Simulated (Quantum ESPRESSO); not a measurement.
**Constrained canting in MnS (Browneite)**

How does the energy of MnS (Browneite) follow the angle between its sublattices, and is it a Heisenberg cosine?

Main program and level: Quantum ESPRESSO 7.5; LDA with U = 4 eV on Mn d (ortho-atomic projectors); plane waves with GBRV 1.5 LDA potentials, no spin-orbit coupling.

This is a report of a sequence of runs, with most program output left out.

## (1) The starting structure

Symmetry: F-43m, No. 216, cubic system. The conventional cell has a = 5.600 Å, b = 5.600 Å, c = 5.600 Å, α = 90.00°, β = 90.00°, γ = 90.00°. Nearest to Mn lie 4 S at 2.42 Å. Nearest to S lie 4 Mn at 2.42 Å. Farther neighbours and most contacts between anions are not listed.

The cell comes from the Crystallography Open Database.

## (2) The collinear order that defines the sublattices

Typed as antiferro q=(0,1/2,1/2) +-. The wavevector q is in fractions of the reciprocal vectors of the crystal's primitive cell, as the cells of these inputs are built from it; moments change sign between cells as cos(2π q·R).

The input, pw.in:

```
&CONTROL
  calculation = 'scf'
  prefix = 'pwscf'
  outdir = './tmp'
  pseudo_dir = './pseudo'
  disk_io = 'nowf'
/
&SYSTEM
  ibrav = 0
  celldm(1) = 8
  nat = 4
  ntyp = 3
  ecutwfc = 34
  ecutrho = 238
  nbnd = 30
  occupations = 'smearing'
  smearing = 'fd'
  degauss = 0.00734986
  nspin = 2
  starting_magnetization(1) = 0.3
  starting_magnetization(2) = -0.3
  starting_magnetization(3) = 0
/
&ELECTRONS
  conv_thr = 4d-08
  electron_maxstep = 150
  mixing_beta = 0.3
/
ATOMIC_SPECIES
Mn1    54.9380 mn_lda_v1.5.uspp.F.UPF
Mn2    54.9380 mn_lda_v1.5.uspp.F.UPF
S      32.0600 s_lda_v1.4.uspp.F.UPF
CELL_PARAMETERS alat
   0.0000000000000    0.6614041436190    0.6614041436190
   1.3228082872380    0.0000000000000    1.3228082872380
   1.3228082872380    0.6614041436190    0.6614041436190
ATOMIC_POSITIONS crystal
Mn1     0.0000000000    0.0000000000    0.0000000000
Mn2     0.0000000000    0.5000000000    0.0000000000
S       0.2500000000    0.0000000000    0.2500000000
S       0.2500000000    0.5000000000    0.2500000000
K_POINTS automatic
4 2 4 0 0 0
HUBBARD {ortho-atomic}
U Mn1-3d 4.0000
U Mn2-3d 4.0000
```

Command:

```sh
$ OMP_NUM_THREADS=1 mpirun -n 3 pw.x -nk 3 -in pw.in > pw.out
```

Run time: 94 s. Hardware: 3 MPI ranks of Intel Xeon at 2.80GHz (Skylake/Cascade Lake), shared host; peak memory 0.4 GiB.

Spin moment in the atom's sphere by atom:

```tsv
atom	spin moment in the atom's sphere (μB)
Mn1	4.25
Mn2	-4.25
S3	0.00
S4	0.00
```

Numbers from this step:

| Item | Value |
| --- | --- |
| smearing term TS | 2.11e-6 eV |
| magnetization | 0 μB |
| absolute magnetization | 9.52 μB |
| final state | antiferromagnetic |

## (3) The parallel state in the same cell

This run has no penalty. It is needed because the penalty of the later runs acts on every atom: an induced moment is typed with its parallel value times cos(θ/2) along z and its opposed value times sin(θ/2) along x, rounded to 0.01 μB.

The input, pw.in:

```
&CONTROL
  calculation = 'scf'
  prefix = 'pwscf'
  outdir = './tmp'
  pseudo_dir = './pseudo'
  disk_io = 'nowf'
/
&SYSTEM
  ibrav = 0
  celldm(1) = 8
  nat = 4
  ntyp = 2
  ecutwfc = 34
  ecutrho = 238
  nbnd = 34
  occupations = 'smearing'
  smearing = 'fd'
  degauss = 0.00734986
  nspin = 2
  starting_magnetization(1) = 0.3
  starting_magnetization(2) = 0
/
&ELECTRONS
  conv_thr = 4d-08
  electron_maxstep = 150
  mixing_beta = 0.3
/
ATOMIC_SPECIES
Mn     54.9380 mn_lda_v1.5.uspp.F.UPF
S      32.0600 s_lda_v1.4.uspp.F.UPF
CELL_PARAMETERS alat
   0.0000000000000    0.6614041436190    0.6614041436190
   1.3228082872380    0.0000000000000    1.3228082872380
   1.3228082872380    0.6614041436190    0.6614041436190
ATOMIC_POSITIONS crystal
Mn      0.0000000000    0.0000000000    0.0000000000
Mn      0.0000000000    0.5000000000    0.0000000000
S       0.2500000000    0.0000000000    0.2500000000
S       0.2500000000    0.5000000000    0.2500000000
K_POINTS automatic
4 2 4 0 0 0
HUBBARD {ortho-atomic}
U Mn-3d 4.0000
```

Elapsed: 73 s, on 3 MPI ranks; peak memory 0.39 GiB; 83 s of CPU time.

Spin moment in the atom's sphere by atom:

```tsv
atom	spin moment in the atom's sphere (μB)
Mn1	4.33
Mn2	4.33
S3	0.08
S4	0.08
```

This step gave:

```
smearing term TS       : 0.001237 eV
magnetization          : 9.998 μB
absolute magnetization : 9.998 μB
final state            : ferromagnetic
```

## (4) Angle 0°, no penalty

The two sets tilt by half the angle to either side of z. A collinear state is stationary and needs no penalty.

pw.in, as its differences from that of step 3:

```diff
@@ -14,3 +14,3 @@
   ecutrho = 238
-  nbnd = 34
+  nbnd = 60
   occupations = 'smearing'
@@ -18,5 +18,8 @@
   degauss = 0.00734986
-  nspin = 2
-  starting_magnetization(1) = 0.3
+  noncolin = .true.
+  starting_magnetization(1) = 0.2833
+  angle1(1) = 0
+  angle2(1) = 0
   starting_magnetization(2) = 0
+  nosym = .true.
 /
```

It took 6.7 min on 3 MPI ranks; peak memory 0.64 GiB.

Spin moment in the atom's sphere by atom:

```tsv
atom	x (μB)	y (μB)	z (μB)	size
Mn1	0.00	0.00	4.33	4.33
Mn2	0.00	0.00	4.33	4.33
S3	0.00	0.00	0.08	0.08
S4	0.00	0.00	0.08	0.08
```

This step gave:

* smearing term TS: 0.001238 eV
* magnetization: 0, 0, 9.998 μB
* absolute magnetization: 9.998 μB
* final state: ferromagnetic

## (5) Angle 30°, lambda 0.5 Ry

A penalty pulls the polar angle of each moment to the typed one; its size and its azimuth are free.

pw.in, as its differences from that of step 4:

```diff
@@ -11,3 +11,3 @@
   nat = 4
-  ntyp = 2
+  ntyp = 3
   ecutwfc = 34
@@ -20,5 +20,12 @@
   starting_magnetization(1) = 0.2833
-  angle1(1) = 0
+  angle1(1) = 15
   angle2(1) = 0
-  starting_magnetization(2) = 0
+  starting_magnetization(2) = 0.2833
+  angle1(2) = 15
+  angle2(2) = 180
+  starting_magnetization(3) = 0.0117
+  angle1(3) = 0
+  angle2(3) = 0
+  constrained_magnetization = 'atomic direction'
+  lambda = 0.5
   nosym = .true.
@@ -31,3 +38,4 @@
 ATOMIC_SPECIES
-Mn     54.9380 mn_lda_v1.5.uspp.F.UPF
+Mn1    54.9380 mn_lda_v1.5.uspp.F.UPF
+Mn2    54.9380 mn_lda_v1.5.uspp.F.UPF
 S      32.0600 s_lda_v1.4.uspp.F.UPF
@@ -38,4 +46,4 @@
 ATOMIC_POSITIONS crystal
-Mn      0.0000000000    0.0000000000    0.0000000000
-Mn      0.0000000000    0.5000000000    0.0000000000
+Mn1     0.0000000000    0.0000000000    0.0000000000
+Mn2     0.0000000000    0.5000000000    0.0000000000
 S       0.2500000000    0.0000000000    0.2500000000
@@ -45,2 +53,3 @@
 HUBBARD {ortho-atomic}
-U Mn-3d 4.0000
+U Mn1-3d 4.0000
+U Mn2-3d 4.0000
```

Wall time 9.9 min (3 MPI ranks); peak memory 0.61 GiB.

Spin moment in the atom's sphere by atom:

```tsv
atom	x (μB)	y (μB)	z (μB)	size
Mn1	1.39	0.00	4.09	4.32
Mn2	-1.39	0.00	4.09	4.32
S3	0.00	0.00	0.07	0.07
S4	0.00	0.00	0.07	0.07
```

Read from the output:

```
smearing term TS       : 6.95e-4 eV
magnetization          : 0, 0, 9.437 μB
absolute magnetization : 9.945 μB
penalty energy         : 4.826 meV
final state            : non-collinear
```

## (6) Angle 60°, lambda 0.5 Ry

pw.in, as its differences from that of step 5:

```diff
@@ -20,6 +20,6 @@
   starting_magnetization(1) = 0.2833
-  angle1(1) = 15
+  angle1(1) = 30
   angle2(1) = 0
   starting_magnetization(2) = 0.2833
-  angle1(2) = 15
+  angle1(2) = 30
   angle2(2) = 180
```

Run time: 7.5 min. Hardware: 3 MPI ranks; peak memory 0.61 GiB; 11 min of CPU time.

Numbers from this step:

```yaml
smearing_term_ts: 3.07e-4 eV
magnetization: 0, 0, 8.43 μB
absolute_magnetization: 9.863 μB
penalty_energy: 3.391 meV
final_state: non-collinear
largest_moment: 4.304 μB
```

## (7) Angle 180°, no penalty

pw.in, as its differences from that of step 6:

```diff
@@ -20,12 +20,8 @@
   starting_magnetization(1) = 0.2833
-  angle1(1) = 30
+  angle1(1) = 90
   angle2(1) = 0
   starting_magnetization(2) = 0.2833
-  angle1(2) = 30
+  angle1(2) = 90
   angle2(2) = 180
-  starting_magnetization(3) = 0.0117
-  angle1(3) = 0
-  angle2(3) = 0
-  constrained_magnetization = 'atomic direction'
-  lambda = 0.5
+  starting_magnetization(3) = 0
   nosym = .true.
```

Elapsed: 3.7 min, on 3 MPI ranks; peak memory 0.61 GiB.

This step gave:

- smearing term TS: 2.11e-6 eV
- magnetization: 0, 0, 0 μB
- absolute magnetization: 9.52 μB
- final state: antiferromagnetic
- largest moment: 4.248 μB

## (8) E(θ)

Not every run of the table is shown above.

Canting:

```tsv
lambda (Ry)	typed angle (degrees)	final angle (degrees)	energy less that at the first angle (meV a seeded atom)	penalty energy, not in the total (meV a cell)	largest site moment (μB)	CPU time (s)
-	0	0	0	0	4.33	557.6
0.5	30	37.44	-14.34	4.826	4.32	1092
0.5	60	63.52	-37.08	3.391	4.304	649.5
0.5	90	91.94	-66.41	1.989	4.284	719.7
0.5	120	121.1	-94.19	0.8966	4.265	528.1
-	180	180	-120.7	0	4.248	637.5
```

A fit to E = E0 − A cos θ − B cos² θ gives A = -60.2 meV and B = -4.06 meV a seeded atom.

## (9) Outcome

| Quantity | Value |
| --- | --- |
| angle of lowest energy | 180° |
| range of the energy | 121 meV a seeded atom |
| range of the largest moment | 4.25 to 4.33 μB |
| bilinear coefficient A | -60.2 meV |
| biquadratic coefficient B | -4.06 meV |

**Reading.** One run ends 7.4° off its typed angle, so energies belong to the final angles. A is negative, so opposed sublattices are favoured, and B is under a tenth of it, as a Heisenberg model has it. The largest moment changes by 1.9 % over the angles. This holds for the two sublattices of this cell; other orders were not tried. Without spin–orbit coupling only the angle between the moments matters. The mesh is coarse, so differences of some ten meV can be noise where moments are itinerant. Energies are free energies at an electronic temperature of 1160 K, which lowers moments and differences where the moments are itinerant. The cutoff lies under the 40 Ry that these files are usually run at.

[Logs and program files are shortened in this print: banners, set-up blocks, solver, clock and traceback lines can be left out without a mark of their own.]

[Logs are printed without paths, hosts, clocks, repeated set-up lines and the standing remarks that a program may print on its own settings, such as how far it seeks lower states.]

[Hosts, paths, dates, database ids (printed as entryN), source tags and the programs' standing remarks are cut or masked in the printed files.]

[Where a cell is said to come from a database of computed structures, the database is the Materials Project.]
